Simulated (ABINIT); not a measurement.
# Calculated records

```
! title: Quasiparticle gap of KMgH3 (Pm-3m) in ABINIT
! method: RPA screening on LDA, plane waves, norm-conserving pseudopotentials (and 2 further levels or steps)
! program: ABINIT 10.8.3
! settings: cutoff 38 Ha, PseudoDojo scalar-relativistic 0.4.1 standard, norm-conserving, ngkpt (2, 2, 2), nband 37, ecuteps 3.2 Ha, inclvkb 2, shiftk (0, 0, 0), symchi 1, awtr 1, frequency ppm, 2×2×2 k-mesh
! cost: 5 runs, 50 s in all on 4 MPI ranks of Arm Neoverse V2, shared host
! notes: The cell and positions come from the Crystallography Open Database and are kept as given unless a step says otherwise. The 2×2×2 mesh is coarse for this cell, which bears on the long-range parts of exchange and screening.
! LDA gap: 2.05 eV, indirect
! G0W0 gap on the mesh: 4.13 eV
! GW settings: 2×2×2 mesh, 37 bands, screening to 87.1 eV, Godby-Needs plasmon pole
! known limits: short of the basis limit; coarse k mesh
CELL_PARAMETERS angstrom
4.02500 0.00000 0.00000
0.00000 4.02500 0.00000
0.00000 0.00000 4.02500
ATOMIC_POSITIONS crystal
K 0.00000 0.00000 0.00000
Mg 0.50000 0.50000 0.50000
H 0.00000 0.50000 0.50000
H 0.50000 0.00000 0.50000
H 0.50000 0.50000 0.00000
```

[Long decimals in the printed logs are rounded to 6 places.]

[Logs are printed without paths, hosts, clocks, repeated set-up lines and the standing remarks that a program may print on its own settings, such as how far it seeks lower states.]

[Paths, hosts, dates, memory and timing lines, banners, echoed tables and standing remarks are left out of the program output; an Ansatz launch command may be rebuilt from the run's recorded settings. Measured values are a selection of at most five: reports struck by readers or far from the other reports are left out. None is set beside runs whose start may be inverted or whose files or cutoffs have a known fault.]

[Runs of the session that timed out or met a known fault of the program may be left out.]

[Hosts, paths, dates, database ids (printed as entryN), source tags and the programs' standing remarks are cut or masked in the printed files.]

[G0W0 gaps are taken among the corrected bands and points alone; a level outside them can change the order at an edge.]

[Where Ansatz stands beside ABINIT at settings called matched, ABINIT's density can come from a denser mesh and the files from another edition; pairs whose starting gaps differed by over 0.03 eV were left out, so agreement reads better than it is.]
